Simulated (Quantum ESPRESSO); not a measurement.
# SrMn2As2: non-collinear starts

Wanted: energies and final angles of several spin textures of SrMn2As2

Calculated with Quantum ESPRESSO 7.5; LDA; plane waves with GBRV 1.5 LDA potentials, no spin-orbit coupling.

Most raw output is cut from this account.

**1. Starting point**

The structure is trigonal, space group P-3m1 (No. 164). The conventional cell has a = 4.076 Å, b = 4.076 Å, c = 7.351 Å, α = 90.00°, β = 90.00°, γ = 120.00°. Nearest to Sr lie 6 As at 3.14 Å. Nearest to Mn lie 4 As at 2.43 to 2.48 Å. Nearest to As lie 4 Mn at 2.43 to 2.48 Å and 3 Sr at 3.14 Å. Farther neighbours are not listed.

The cell comes from Materials Project 2023-11-01, a database of computed structures, and need not be the stable phase.

**2. Start 1: collinear parallel**

Contents of pw.in:

```
&CONTROL
  calculation = 'scf'
  prefix = 'pwscf'
  outdir = './tmp'
  pseudo_dir = './pseudo'
  disk_io = 'nowf'
/
&SYSTEM
  ibrav = 0
  nat = 5
  ntyp = 3
  ecutwfc = 34
  ecutrho = 238
  nbnd = 68
  occupations = 'smearing'
  smearing = 'fd'
  degauss = 0.00999582
  noncolin = .true.
  starting_magnetization(1) = 0
  starting_magnetization(2) = 0.2333
  angle1(2) = 0
  angle2(2) = 0
  starting_magnetization(3) = 0
/
&ELECTRONS
  conv_thr = 5d-08
  electron_maxstep = 150
  mixing_beta = 0.3
/
ATOMIC_SPECIES
Sr     87.6200 sr_lda_v1.uspp.F.UPF
Mn     54.9380 mn_lda_v1.5.uspp.F.UPF
As     74.9216 as_lda_v1.uspp.F.UPF
CELL_PARAMETERS bohr
   7.7031094766    0.0000000000    0.0000000000
  -3.8515547384    6.6710884949    0.0000000000
   0.0000000000    0.0000000000   13.8922592442
ATOMIC_POSITIONS crystal
Sr      0.0000000000    0.0000000000    0.0000000000
Mn      0.6666666700    0.3333333300    0.3876830000
Mn      0.3333333300    0.6666666700    0.6123170000
As      0.6666666700    0.3333333300    0.7179570000
As      0.3333333300    0.6666666700    0.2820430000
K_POINTS automatic
5 5 3 0 0 0
```

The run is started by

```sh
> OMP_NUM_THREADS=1 mpirun -n 4 pw.x -nk 4 -in pw.in > pw.out
```

The job ended after 29 s (4 MPI ranks of Arm Neoverse V2, shared host; peak memory 0.61 GiB; 1.9 min of CPU time).

Spin moment in the atom's sphere by atom:

| atom | x (μB) | y (μB) | z (μB) | size |
| --- | --- | --- | --- | --- |
| Sr1 | 0.00 | 0.00 | 0.00 | 0.00 |
| Mn2 | 0.00 | 0.00 | 2.56 | 2.56 |
| Mn3 | 0.00 | 0.00 | 2.56 | 2.56 |
| As4 | 0.00 | 0.00 | -0.08 | 0.08 |
| As5 | 0.00 | 0.00 | -0.08 | 0.08 |

Numbers from this step:

```
smearing term TS       : 0.2851 eV
magnetization          : 0, 0, 5.385 μB
absolute magnetization : 5.873 μB
final state            : ferromagnetic
```

**3. Start 2: random 1**

Changes to pw.in since step 2:

```diff
@@ -10,3 +10,3 @@
   nat = 5
-  ntyp = 3
+  ntyp = 4
   ecutwfc = 34
@@ -19,6 +19,10 @@
   starting_magnetization(1) = 0
-  starting_magnetization(2) = 0.2333
-  angle1(2) = 0
-  angle2(2) = 0
-  starting_magnetization(3) = 0
+  starting_magnetization(2) = 0.2332
+  angle1(2) = 55.094
+  angle2(2) = 63.716
+  starting_magnetization(3) = 0.2333
+  angle1(3) = 36.871
+  angle2(3) = 3.344
+  starting_magnetization(4) = 0
+  nosym = .true.
 /
@@ -31,3 +35,4 @@
 Sr     87.6200 sr_lda_v1.uspp.F.UPF
-Mn     54.9380 mn_lda_v1.5.uspp.F.UPF
+Mn1    54.9380 mn_lda_v1.5.uspp.F.UPF
+Mn2    54.9380 mn_lda_v1.5.uspp.F.UPF
 As     74.9216 as_lda_v1.uspp.F.UPF
@@ -39,4 +44,4 @@
 Sr      0.0000000000    0.0000000000    0.0000000000
-Mn      0.6666666700    0.3333333300    0.3876830000
-Mn      0.3333333300    0.6666666700    0.6123170000
+Mn1     0.6666666700    0.3333333300    0.3876830000
+Mn2     0.3333333300    0.6666666700    0.6123170000
 As      0.6666666700    0.3333333300    0.7179570000
```

It took 4.9 min on 4 MPI ranks; peak memory 0.92 GiB; 20 min of CPU time.

Spin moment in the atom's sphere by atom:

| atom | x (μB) | y (μB) | z (μB) | size |
| --- | --- | --- | --- | --- |
| Sr1 | 0.00 | 0.00 | 0.00 | 0.00 |
| Mn2 | 1.33 | 1.09 | 1.89 | 2.56 |
| Mn3 | 1.33 | 1.09 | 1.90 | 2.56 |
| As4 | -0.04 | -0.03 | -0.06 | 0.08 |
| As5 | -0.04 | -0.03 | -0.06 | 0.08 |

Numbers from this step:

- smearing term TS: 0.2851 eV
- magnetization: 2.793, 2.296, 3.99 μB
- absolute magnetization: 5.872 μB
- final state: ferromagnetic

**4. Start 3: collinear alternating**

Changes to pw.in since step 3:

```diff
@@ -19,10 +19,9 @@
   starting_magnetization(1) = 0
-  starting_magnetization(2) = 0.2332
-  angle1(2) = 55.094
-  angle2(2) = 63.716
+  starting_magnetization(2) = 0.2333
+  angle1(2) = 0
+  angle2(2) = 0
   starting_magnetization(3) = 0.2333
-  angle1(3) = 36.871
-  angle2(3) = 3.344
+  angle1(3) = 180
+  angle2(3) = 0
   starting_magnetization(4) = 0
-  nosym = .true.
 /
```

Wall time 39 s (4 MPI ranks); peak memory 0.62 GiB; 2.6 min of CPU time.

Spin moment in the atom's sphere by atom:

| atom | x (μB) | y (μB) | z (μB) | size |
| --- | --- | --- | --- | --- |
| Sr1 | 0.00 | 0.00 | 0.00 | 0.00 |
| Mn2 | 0.00 | 0.00 | 3.09 | 3.09 |
| Mn3 | 0.00 | 0.00 | -3.09 | 3.09 |
| As4 | 0.00 | 0.00 | 0.01 | 0.01 |
| As5 | 0.00 | 0.00 | -0.01 | 0.01 |

This step gave:

- smearing term TS: 0.1678 eV
- magnetization: 0, 0, 0 μB
- absolute magnetization: 7.077 μB
- final state: antiferromagnetic

**5. Start 4: two sublattices 30 degrees apart**

Changes to pw.in since step 4:

```diff
@@ -20,7 +20,7 @@
   starting_magnetization(2) = 0.2333
-  angle1(2) = 0
+  angle1(2) = 90
   angle2(2) = 0
   starting_magnetization(3) = 0.2333
-  angle1(3) = 180
-  angle2(3) = 0
+  angle1(3) = 90
+  angle2(3) = 30
   starting_magnetization(4) = 0
```

The job ended after 4.3 min (4 MPI ranks; peak memory 0.95 GiB; 17 min of CPU time).

Spin moment in the atom's sphere by atom:

| atom | x (μB) | y (μB) | z (μB) | size |
| --- | --- | --- | --- | --- |
| Sr1 | 0.00 | 0.00 | 0.00 | 0.00 |
| Mn2 | 2.47 | 0.66 | 0.00 | 2.56 |
| Mn3 | 2.47 | 0.66 | 0.00 | 2.56 |
| As4 | -0.07 | -0.02 | 0.00 | 0.08 |
| As5 | -0.07 | -0.02 | 0.00 | 0.08 |

Read from the output:

```yaml
smearing_term_ts: 0.2851 eV
magnetization: 5.201, 1.394, 0 μB
absolute_magnetization: 5.872 μB
final_state: ferromagnetic
```

**6. Ranking**

Textures, by row:

```
                           start        final state  energy over the lowest (meV a seeded atom)  smallest moment (μB)  largest moment (μB)  net moment (μB a cell)  angles to the first moment (degrees)
              collinear parallel      ferromagnetic                                       180.1                 2.558                2.558                   5.385                                     0
                        random 1      ferromagnetic                                       180.1                 2.556                2.558                   5.384                                     0
           collinear alternating  antiferromagnetic                                           0                 3.091                3.091                       0                                   180
two sublattices 30 degrees apart      ferromagnetic                                       180.1                 2.557                2.557                   5.384                                     0
```

**7. Outcome**

```yaml
lowest_start: collinear alternating
its_final_state: antiferromagnetic
its_moments: 3.09 μB
its_net_moment: 0 μB a cell
```

No finished start ends non-collinear. The mesh is coarse, so differences of some ten meV can be noise where moments are itinerant. Without spin–orbit coupling only the angles between moments matter. The cell holds only so many moments, so longer spirals cannot form in it. Energies are free energies at an electronic temperature of 1580 K, which lowers moments and differences where the moments are itinerant. The cutoff lies under the 40 Ry that these files are usually run at.

[Logs and program files are shortened in this print: banners, set-up blocks, solver, clock and traceback lines can be left out without a mark of their own.]

[Logs are printed without paths, hosts, clocks, repeated set-up lines and the standing remarks that a program may print on its own settings, such as how far it seeks lower states.]

[Hosts, paths, dates, database ids (printed as entryN), source tags and the programs' standing remarks are cut or masked in the printed files.]

[Where a cell is said to come from a database of computed structures, the database is the Materials Project.]
